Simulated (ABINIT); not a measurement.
# A GW chain in ABINIT: Ga2O3 (R-3c), part 3 of 3

Wanted: ground state, empty states, screening and self-energy for Ga2O3 (R-3c).

ABINIT 10.8.3; LDA and many-body steps on it, plane waves. Known limits of the many-body steps: not at the basis limit; no spin-orbit coupling; coarse k mesh.

So far. Step 4 (Empty states on the mesh, 2×2×2 mesh, 231 bands): On this mesh the gap is 2.883 eV. The earlier step found 2.774 eV, so this mesh misses an edge. Step 5 (Screening, 2×2×2 mesh, 211 bands, screening to 106.1 eV): Local fields lower ε∞ by 4 %. On a Γ-centred mesh this coarse the value itself is usually too large, while a short band sum pulls it down.

### 6. Self-energy, 2×2×2 mesh, 211 bands, screening to 106.1 eV

The self-energy is evaluated for the states that the input lists, and the levels follow from it, in one-shot runs by the linearised quasiparticle equation.

This step: G0W0 on LDA, plane waves, norm-conserving pseudopotentials.

The input, run.abi:

```
acell 3*1.0 Angstrom
rprim 
  2.498699193881 1.442624652211 4.483549768500
  -2.498699193881 1.442624652211 4.483549768500
  0.000000000000 -2.885249304422 4.483549768500
ntypat 2
znucl 31 8
natom 10
typat 1 1 1 1 2 2 2 2 2 2
xred 
  0.855585580000 0.855585580000 0.855585580000
  0.644414420000 0.644414420000 0.644414420000
  0.144414420000 0.144414420000 0.144414420000
  0.355585580000 0.355585580000 0.355585580000
  0.750000000000 0.446832820000 0.053167180000
  0.446832820000 0.053167180000 0.750000000000
  0.053167180000 0.750000000000 0.446832820000
  0.250000000000 0.553167180000 0.946832820000
  0.946832820000 0.250000000000 0.553167180000
  0.553167180000 0.946832820000 0.250000000000
pp_dirpath "pseudos"
pseudos "Ga.upf, O.upf"
ecut 45
ngkpt 2 2 2
nshiftk 1
shiftk 0 0 0
kptopt 1
chksymbreak 0
istwfk *1
occopt 1
irdwfk 1
optdriver 4
nband 211
gwcalctyp 0
ecutsigx 45
symsigma 1
nkptgw 4
kptgw 
  0.0000000000 0.0000000000 0.0000000000
  0.5000000000 0.0000000000 0.0000000000
  0.5000000000 0.5000000000 0.0000000000
  0.5000000000 0.5000000000 0.5000000000
bdgw 
  43 64
  43 64
  43 64
  43 64
ecuteps 3.9
irdscr 1
ppmodel 1
indata_prefix "in"
outdata_prefix "out"
tmpdata_prefix "tmp"
```

Run with:

```console
$ OMP_NUM_THREADS=1 mpirun -n 4 abinit run.abi > log
```

Numbers of over 12 decimals in the logs are rounded to 6 here.

Log:

```text
.Version 10.8.3 of ABINIT. v10.8.2 released Aug 2026.

 Symmetries : space group R-3 c (#167); Bravais hR (rhombohedral)
[... echo of the input left out ...]
== DATASET  1 ==================================================================
-   mpi_nproc: 4, omp_nthreads: 1 (-1 if OMP is not activated)

--- !DatasetInfo
iteration_state: {dtset: 1, }
dimensions: {natom: 10, nkpt: 4, mband: 211, nsppol: 1, nspinor: 1, nspden: 1, mpw: 9454, }
cutoff_energies: {ecut:  45.0, pawecutdg:  -1.0, }
electrons: {nelect:   1.20000000E+02, charge:   0.00000000E+00, occopt:   1.00000000E+00, tsmear:   1.00000000E-02, }

 SIGMA: Calculation of the GW corrections

 Based on a program developped by R.W. Godby, V. Olevano, G. Onida, and L. Reining.
 Incorporated in ABINIT by V. Olevano, G.-M. Rignanese, and M. Torrent.
.Using double precision arithmetic ; gwpc =  8

[... cell and pseudopotentials left out ...]
--------------------------------------------------------------------------------

 ==== K-mesh for the wavefunctions ====
 Number of points in the irreducible wedge :     4
[... list of points left out ...]
 Together with 12 symmetry operations and time-reversal symmetry
 yields     8 points in the full Brillouin Zone.

 ==== Q-mesh for screening function ====
 Number of points in the irreducible wedge :     4
[... list of points left out ...]
 Together with 12 symmetry operations and time-reversal symmetry
 yields     8 points in the full Brillouin Zone.

 vcoul_init : cutoff-mode = AUXILIARY_FUNCTION
 q-points for optical limit:   1
     1)      0.000010    0.000020    0.000030
 setmesh: FFT mesh size selected  =    64x   64x   64
          total number of points  =       262144

 Number of electrons calculated from density =  120.0000; Expected =  120.0000
 average of density, n =  0.183377
 r_s =    1.0919
 omega_plasma =   41.3074 [eV]

 === KS Band Gaps ===
  >>>> For spin  1
   Minimum direct gap =   2.9913 [eV], located at k-point      :   0.0000  0.0000  0.0000
   Fundamental gap    =   2.8833 [eV], Top of valence bands at :   0.5000  0.5000  0.0000
                                       Bottom of conduction at :   0.0000  0.0000  0.0000
 SIGMA fundamental parameters:
 PLASMON POLE MODEL  1
 number of plane-waves for SigmaX                 9445
 number of plane-waves for SigmaC and W            247
 number of plane-waves for wavefunctions          9445
 number of bands                                   211
 number of independent spin polarizations            1
 number of spinorial components                      1
 number of k-points in IBZ                           4
 number of q-points in IBZ                           4
 number of symmetry operations                      12
 number of k-points in BZ                            8
 number of q-points in BZ                            8
 number of frequencies for dSigma/dE                 9
 frequency step for dSigma/dE [eV]                0.25
 number of omega for Sigma on real axis              0
 max omega for Sigma on real axis  [eV]           0.00
 zcut for avoiding poles [eV]                     0.10

 EPSILON^-1 parameters (SCR file):
 dimension of the eps^-1 matrix on file            247
 dimension of the eps^-1 matrix used               247
 number of plane-waves for wavefunctions          9445
 number of bands                                   211
 number of q-points in IBZ                           4
 number of frequencies                               2
 number of real frequencies                          1
 number of imag frequencies                          1

 matrix elements of self-energy operator (all in [eV])

 Perturbative Calculation

--- !SelfEnergy_ee
iteration_state: {dtset: 1, }
kpoint     : [   0.000,    0.000,    0.000, ]
spin       : 1
KS_gap     :    2.991
QP_gap     :    4.702
Delta_QP_KS:    1.711
data: !SigmaeeData |
     Band     E0 <VxcDFT>   SigX SigC(E0)      Z dSigC/dE  Sig(E)    E-E0       E
       43  -1.874 -17.418 -23.027   4.853   0.788  -0.270 -18.013  -0.595  -2.469
       44  -1.190 -17.038 -22.454   4.737   0.785  -0.274 -17.571  -0.533  -1.723
       45   0.113 -17.355 -22.791   4.702   0.797  -0.255 -17.940  -0.585  -0.472
       46   0.113 -17.355 -22.791   4.702   0.797  -0.255 -17.940  -0.585  -0.472
       47   1.140 -17.553 -22.818   4.619   0.806  -0.241 -18.073  -0.520   0.620
       48   1.402 -17.617 -22.345   4.282   0.805  -0.242 -17.976  -0.359   1.043
       49   1.805 -18.144 -23.763   4.822   0.800  -0.250 -18.782  -0.638   1.167
       50   1.805 -18.144 -23.763   4.822   0.800  -0.250 -18.782  -0.638   1.167
       51   2.096 -16.887 -22.308   4.679   0.801  -0.249 -17.481  -0.594   1.501
       52   4.389 -20.746 -25.368   4.362   0.808  -0.237 -20.956  -0.210   4.179
[...]
--- !SelfEnergy_ee
iteration_state: {dtset: 1, }
kpoint     : [   0.500,    0.000,    0.000, ]
spin       : 1
KS_gap     :    6.391
QP_gap     :    8.591
Delta_QP_KS:    2.200
data: !SigmaeeData |
     Band     E0 <VxcDFT>   SigX SigC(E0)      Z dSigC/dE  Sig(E)    E-E0       E
[...]
--- !SelfEnergy_ee
iteration_state: {dtset: 1, }
kpoint     : [   0.500,    0.500,    0.000, ]
spin       : 1
KS_gap     :    6.540
QP_gap     :    8.754
Delta_QP_KS:    2.214
data: !SigmaeeData |
     Band     E0 <VxcDFT>   SigX SigC(E0)      Z dSigC/dE  Sig(E)    E-E0       E
[...]
--- !SelfEnergy_ee
iteration_state: {dtset: 1, }
kpoint     : [   0.500,    0.500,    0.500, ]
spin       : 1
KS_gap     :    6.037
QP_gap     :    8.107
Delta_QP_KS:    2.070
data: !SigmaeeData |
     Band     E0 <VxcDFT>   SigX SigC(E0)      Z dSigC/dE  Sig(E)    E-E0       E
[...]
60   5.129 -20.811 -25.690   4.596   0.805  -0.242 -21.039  -0.228   4.901
       61  11.166 -17.886 -12.341  -3.344   0.837  -0.195 -16.044   1.842  13.008
       62  11.166 -17.886 -12.341  -3.344   0.837  -0.195 -16.044   1.842  13.008
       63  13.049 -16.841 -10.327  -3.975   0.844  -0.185 -14.697   2.144  15.193
       64  13.049 -16.841 -10.327  -3.975   0.844  -0.185 -14.697   2.144  15.193

 New Fermi energy :        2.709772E-01 Ha ,    7.373665E+00 eV

 === QP Band Gaps ===
  >>>> For spin  1
   Minimum direct gap =   4.7022 [eV], located at k-point      :   0.0000  0.0000  0.0000
   Fundamental gap    =   4.6145 [eV], Top of valence bands at :   0.5000  0.5000  0.0000
                                       Bottom of conduction at :   0.0000  0.0000  0.0000

== END DATASET(S) ==============================================================
================================================================================

 -outvars: echo values of variables after computation  --------
           etotal      0.0000000000E+00
            nband         211
             nkpt           4
          spgroup         167
 [... the other variables as echoed above ...]

 Calculation completed.
```

It took 1.8 min on 4 MPI ranks of Arm Neoverse V1, shared host; peak memory 3.1 GiB.

This step gave:

| Property | Result |
| --- | --- |
| G0W0 gap on the mesh | 4.615 eV |
| starting gap on the mesh | 2.883 eV |
| k of the valence top | 0.5, 0.5, 0 |
| k of the conduction bottom | 0, 0, 0 |
| Z at the valence top | 0.805 |
| Z at the conduction bottom | 0.847 |
| least direct G0W0 gap on the computed points | 4.702 eV |

The gap on the mesh goes from 2.88 eV to 4.61 eV, a correction of +1.73 eV. The start differs from the 2.77 eV found before because the two sample other k points.

Limits: finite bands, cutoff and mesh; no spin-orbit coupling; coarse k mesh. v1 is the top filled band, c1 the lowest empty one. The levels before and after the correction (eV, zero at the valence-band top of each column):

|  | conduction bottom | valence top |
| --- | --- | --- |
| Kohn-Sham | 2.88 | 0.00 |
| G0W0 | 4.62 | 0.00 |

|  | level | energy (eV) |
| --- | --- | --- |
| Kohn-Sham | Γ v3 | -0.178 |
| Kohn-Sham | Γ v2-v1 | -0.108 |
| Kohn-Sham | Γ c1 | 2.883 |
| Kohn-Sham | Γ c2 | 6.586 |
| Kohn-Sham | Γ c3 | 6.787 |
| Kohn-Sham | (0.5 0.5 0) v3 | -0.575 |
| Kohn-Sham | (0.5 0.5 0) v2 | -0.110 |
| Kohn-Sham | (0.5 0.5 0) v1 | 0.000 |
| Kohn-Sham | (0.5 0.5 0) c1 | 6.540 |
| Kohn-Sham | (0.5 0.5 0) c2 | 6.700 |
| Kohn-Sham | (0.5 0.5 0) c3 | 7.511 |
| G0W0 | Γ v3 | -0.208 |
| G0W0 | Γ v2-v1 | -0.087 |
| G0W0 | Γ c1 | 4.615 |
| G0W0 | Γ c2 | 8.996 |
| G0W0 | Γ c3 | 8.783 |
| G0W0 | (0.5 0.5 0) v3 | -0.593 |
| G0W0 | (0.5 0.5 0) v2 | -0.095 |
| G0W0 | (0.5 0.5 0) v1 | 0.000 |
| G0W0 | (0.5 0.5 0) c1 | 8.755 |
| G0W0 | (0.5 0.5 0) c2 | 9.041 |
| G0W0 | (0.5 0.5 0) c3 | 9.822 |

### 7. Where the time went

Times are wall times on 4 MPI ranks of Arm Neoverse V1, shared host, good to a factor of about two.

| step | time | share | memory (GiB) |
| --- | --- | --- | --- |
| ground state | 2.5 min | 23 % | 0.6 |
| bands along the symmetry lines | 2.3 min | 21 % | 0.69 |
| empty states on the mesh | 1.9 min | 17 % | 0.47 |
| screening | 2.5 min | 23 % | 2.5 |
| self-energy | 1.8 min | 16 % | 3.1 |

### 8. Results

| Property | Result |
| --- | --- |
| LDA gap | 2.74 eV, indirect |
| G0W0 gap on the mesh | 4.61 eV |
| G0W0 gap over the zone (rigid shift) | 4.47 eV |
| GW settings | 2×2×2 mesh, 211 bands, screening to 106.1 eV, Godby-Needs plasmon pole |
| known limits | not at the basis limit; no spin-orbit coupling; coarse k mesh |

G0W0 moves the gap on the mesh from 2.88 eV to 4.61 eV (+1.73 eV), with Z of 0.81 and 0.85 at the edges. The mesh misses the band edges by 0.15 eV in all; a rigid shift gives 4.47 eV for the zone. Local fields lower the RPA ε∞ on this mesh from 5.29 to 5.08; a Γ-centred mesh this coarse tends to raise both, most where the direct gap is narrow, while a short band sum lowers them. Against experiment, by G0W0@LDA: the direct gap of 4.70 eV lies −0.60 eV from the measured 5.3 eV (direct, on Al2O3, 2024); the direct gap of 4.70 eV lies −0.60 eV from the measured 5.3 eV (direct, on Al2O3 (0001), 2019); the direct gap of 4.70 eV lies −0.90 eV from the measured 5.6 eV (direct, on Al2O3 (sapphire), 2019); the direct gap of 4.70 eV lies −0.34 eV from the measured 5.04 eV (direct, on Al2O3, 2020); the direct gap of 4.70 eV lies −0.92 eV from the measured 5.62 ± 0.02 eV (direct, 300 K, on m-plane Al2O3, 2021). An exciton line or allowed optical edge lies below the quasiparticle gap by the binding energy; a forbidden edge can push the onset above it. The calculation has static nuclei and no excitons; a measured gap holds zero-point and thermal motion, which mostly lowers it. Against the values above the computed gap that would widen the miss. A likelier cause is too strong a screening: the start's gap is only 2.88 eV, the mesh is coarse, and one shot does not repair that. Bands and cutoff are finite, so the gap is not at the basis limit. The miss can reach some tenths of an eV and take either sign; the mesh is an error of its own. A denser mesh or path gives a starting gap of 2.74 eV: the GW mesh misses a band edge, so its gaps are not the fundamental one. The 2×2×2 mesh is coarse for this cell, which bears on the long-range parts of exchange and screening. The many-body steps are scalar-relativistic: spin-orbit coupling is not in them.

[Paths, hosts, dates, memory and timing lines, banners, echoed tables and standing remarks are left out of the program output.]

[Logs are printed without paths, hosts, clocks, repeated set-up lines and the standing remarks that a program may print on its own settings, such as how far it seeks lower states.]

[Runs of the session that timed out or met a known fault of the program may be left out.]

[No measured gap is set beside runs whose start may be inverted or whose files or cutoffs have a known fault.]

[Hosts, paths, dates, database ids (printed as entryN), source tags and the programs' standing remarks are cut or masked in the printed files.]

[G0W0 gaps are taken among the corrected bands and points alone; a level outside them can change the order at an edge.]

[Where Ansatz stands beside ABINIT at settings called matched, ABINIT's density can come from a denser mesh and the files from another edition; pairs whose starting gaps differed by over 0.03 eV were left out, so agreement reads better than it is.]
